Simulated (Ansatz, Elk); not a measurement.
## How far do independent atoms describe Al3MoAu?

The structure of Al3MoAu used here is made up (a known structure type with other elements) and was relaxed beforehand with PBE. The aim is the Fourier transform of its all-electron density, F(hkl), set beside the sum over free spherical atoms that refinements use.

Calculated with Elk 11.2.3 (patched build); DFT, PBE, all-electron APW+lo, Dirac cores, scalar-relativistic bands, static density, no spin.

This account leaves out most program logs.

The structure was built from a prototype and need not be the compound's stable phase.

**1. Set-up**

Symmetry: I4mm, No. 107, tetragonal system. The conventional cell has a = 3.728 Å, b = 3.728 Å, c = 12.712 Å, α = 90.00°, β = 90.00°, γ = 90.00°. Nearest to Au lie 5 Al at 2.50 to 2.65 Å. Nearest to Mo lie 8 Al at 2.64 to 2.81 Å. Nearest to Al lie 6 Al at 2.64 to 2.71 Å and 2 Au at 2.65 Å and 2 Mo at 2.81 Å. Nearest to Al lie 1 Au at 2.50 Å and 4 Mo at 2.64 Å and 4 Al at 2.71 Å. Farther neighbours are not listed.

**2. Ground state and structure factors**

An all-electron density is needed, since X-rays see the cores too. Task 0 finds the density and task 195 Fourier-transforms it; tshift is off so that phases refer to the origin typed.

Contents of elk.in:

```
tasks
  0
  195

xctype
  20

spinpol
  .false.

rgkmax
  7.0

gmaxvr
  14.0

lmaxo
  7

lmaxapw
  8

swidth
  0.002

tshift
  .false.

ramdisk
  .false.

hmaxvr
  5.5

maxscl
  120

epspot
  1e-06

sppath
  './'

avec
  -3.52277412173 3.52277412173 12.01077213826
  3.52277412173 -3.52277412173 12.01077213826
  3.52277412173 3.52277412173 -12.01077213826

atoms
  3
  'Au.in'
  1
  0.6256022083 0.6256022083 0.0000000000   0.000000 0.000000 0.000000
  'Mo.in'
  1
  0.9398378814 0.9398378814 -0.0000000000   0.000000 0.000000 0.000000
  'Al.in'
  3
  0.7740545851 0.2740545851 0.5000000000   0.000000 0.000000 0.000000
  0.2740545851 0.7740545851 0.5000000000   0.000000 0.000000 0.000000
  0.4288507401 0.4288507401 -0.0000000000   0.000000 0.000000 0.000000

ngridk
  8 8 8
```

Launch:

```console
> OMP_NUM_THREADS=4 elk
```

Wall time 2.2 min (4 threads of Arm Neoverse V1, shared host); peak memory 0.25 GiB.

SFACRHO.OUT:

```text

h k l indices transformed by vhmat matrix:
   1.000000000       0.000000000       0.000000000    
   0.000000000       1.000000000       0.000000000    
   0.000000000       0.000000000       1.000000000    

      h      k      l  multipl.   |H|            Re(F)            Im(F)           |F|

      0      0      0      1   0.0000000       160.00000      0.28751253E-16   160.00000    
      1      1     -1      1  0.52312917       13.129399       32.648162       35.189254    
     -1     -1      1      1  0.52312917       13.129399      -32.648162       35.189254    
      1      0      0      4  0.92936242      -26.286776      -60.139496       65.633479    
      0     -1      0      4  0.92936242      -26.286776       60.139496       65.633479    
      2      2     -2      1   1.0462583      -54.508314      -34.811180       64.675919    
     -2     -2      2      1   1.0462583      -54.508314       34.811180       64.675919    
     -2     -1      1      4   1.1878732       61.366925       69.752600       92.904923    
      2      1     -1      4   1.1878732       61.366925      -69.752600       92.904923    
      0      0     -1      4   1.2611887       92.083131     -0.17652015E-14   92.083131    
      1      1     -2      4   1.3653795       46.083183       42.504267       62.691885    
     -1     -1      2      4   1.3653795       46.083183      -42.504267       62.691885    
      3      3     -3      1   1.5693875      -36.657788      -105.34315       111.53911    
     -3     -3      3      1   1.5693875      -36.657788       105.34315       111.53911    
      3      2     -2      4   1.5829401       39.819994       23.333269       46.152718    
     -3     -2      2      4   1.5829401       39.819994      -23.333269       46.152718    
     -2     -2      3      4   1.6386743      -77.150969       49.466335       91.647097    
      3      1     -2      4   1.6386743      -77.150969      -49.466335       91.647097
```

Elk indexes on the primitive cell of elk.in and gives |H| = 4π sin θ/λ in inverse bohr. Below, one row stands for each form hkl of the conventional cell (m members, Friedel mates merged), F is for one primitive cell and the density is static (no thermal factor). Free-atom factors are Waasmaier and Kirfel's, and R is Σm||F|−|F'||/Σm|F|.

```tsv
hkl	m	sin θ/λ (Å⁻¹)	abs F, DFT	neutral atoms	diff.	abs of complex diff.
002	2	0.079	35.189	35.600	-0.411	0.412
101	8	0.140	65.633	65.727	-0.093	0.126
004	2	0.157	64.676	64.730	-0.054	0.082
103	8	0.179	92.905	93.374	-0.469	0.471
110	4	0.190	92.083	92.511	-0.428	0.428
112	8	0.205	62.692	63.011	-0.319	0.375
006	2	0.236	111.539	112.122	-0.583	0.633
105	8	0.238	46.153	46.311	-0.159	0.190
114	8	0.246	91.647	92.115	-0.468	0.470
200	4	0.268	115.724	116.366	-0.642	0.642
202	8	0.280	31.554	31.475	+0.079	0.083
211	16	0.302	53.815	54.008	-0.193	0.210
116	8	0.303	73.321	73.399	-0.079	0.098
107	8	0.306	65.472	65.673	-0.201	0.222
204	8	0.311	53.353	53.520	-0.168	0.168
008	2	0.315	33.212	33.368	-0.156	0.177
213	16	0.322	77.256	77.290	-0.034	0.081
206	8	0.357	95.123	95.134	-0.011	0.016
```

**3. The highest occupied states alone**

An energy window below the Fermi level keeps the highest occupied states, to see at which angles they scatter; shallow core shells can lie inside it and anion s states outside. No new self-consistency is needed.

elk.in: that of step 2 with these lines changed.

```diff
@@ -1,3 +1,2 @@
 tasks
-  0
   195
@@ -40,2 +39,5 @@
 
+wsfac
+  -0.158150 0.582840
+
 sppath
```

Launch:

```console
> OMP_NUM_THREADS=4 elk
```

The job ended after 14 s (4 threads; peak memory 0.17 GiB).

States within 12 eV below the Fermi level hold 26.00 electrons; any levels below the window count with the cores. Their amplitudes can exceed the total, where window and core parts have opposite phase:

```tsv
hkl	sin θ/λ (Å⁻¹)	abs F, window	abs F, all
002	0.079	3.240	35.189
101	0.140	6.120	65.633
004	0.157	5.504	64.676
103	0.179	6.077	92.905
110	0.190	5.612	92.083
112	0.205	3.165	62.692
006	0.236	3.345	111.539
105	0.238	2.035	46.153
114	0.246	2.366	91.647
200	0.268	2.012	115.724
```

**4. Another functional**

The difference from free atoms is small, so it is set against the change that LDA (Perdew-Wang) makes.

elk.in: that of step 3 with these lines changed.

```diff
@@ -1,2 +1,3 @@
 tasks
+  0
   195
@@ -4,3 +5,3 @@
 xctype
-  20
+  3
 
@@ -39,5 +40,2 @@
 
-wsfac
-  -0.158150 0.582840
-
 sppath
```

Launch:

```console
> OMP_NUM_THREADS=4 elk
```

Elapsed: 85 s, on 4 threads; peak memory 0.18 GiB.

Against the first run R = 0.03 %; the largest change is -0.052 at 220.

**5. Basis size**

A smaller basis shows how fast F responds to it; the change is likely larger than the basis error of the first run, but doesn't show convergence.

elk.in: that of step 4 with these lines changed.

```diff
@@ -5,3 +5,3 @@
 xctype
-  3
+  20
 
@@ -11,3 +11,3 @@
 rgkmax
-  7.0
+  5.5
```

Launch:

```console
> OMP_NUM_THREADS=4 elk
```

Wall time 93 s (4 threads); peak memory 0.23 GiB.

Against the first run R = 0.01 %; the largest change is +0.062 at 220.

**6. Settings against the effect**

```tsv
run	R against the first run (%)	R against neutral atoms, low angle (%)	wall time
PBE, rgkmax 7	0.00	0.44	2.2 min
LDA (Perdew-Wang)	0.03	0.44	85 s
rgkmax 5.5	0.01	0.45	93 s
```

**7. Summary of results**

| Property | Result |
| --- | --- |
| R against neutral atoms, sin θ/λ < 0.3 Å⁻¹ | 0.44 % |
| R against neutral atoms, 0.3 to 0.81 Å⁻¹ | 0.17 % |

What this shows: Independent neutral atoms miss the calculated amplitudes by R = 0.44 % below 0.3 Å⁻¹ and 0.17 % from there to 0.81 Å⁻¹; by shells, 0.26 % below 0.15 Å⁻¹ (2 forms), 0.46 % 0.15 to 0.3 (9 forms), 0.15 % 0.3 to 0.45 (23 forms), 0.18 % above 0.45 (115 forms). Bonding, aspherical density and the tables' own atoms all enter these figures, and the runs don't part them. The largest change of an amplitude is -0.64 electrons, at 200. R counts amplitudes alone; phases shift too. The window's part falls from 26.0 electrons at the origin to at most 0.37 between 0.45 and 0.81 Å⁻¹. Below 0.3 Å⁻¹ the changes that finished (LDA (Perdew-Wang) and rgkmax 5.5) move F by R = 0.02 % at most, against the 0.44 % that separates it from free atoms. The k-mesh has no finished test. These runs have no spin, though d or f shells may be open. Spin-orbit coupling is left out, which can matter for elements this heavy. Part of the difference isn't bonding: the tables are fits to free atoms and ions calculated by other methods than this functional. Thermal motion, anomalous dispersion and extinction are left out.

[Logs are printed without paths, hosts, clocks, repeated set-up lines and the standing remarks that a program may print on its own settings, such as how far it seeks lower states.]

[Hosts, paths, dates, database ids (printed as entryN), source tags and the programs' standing remarks are cut or masked in the printed files.]
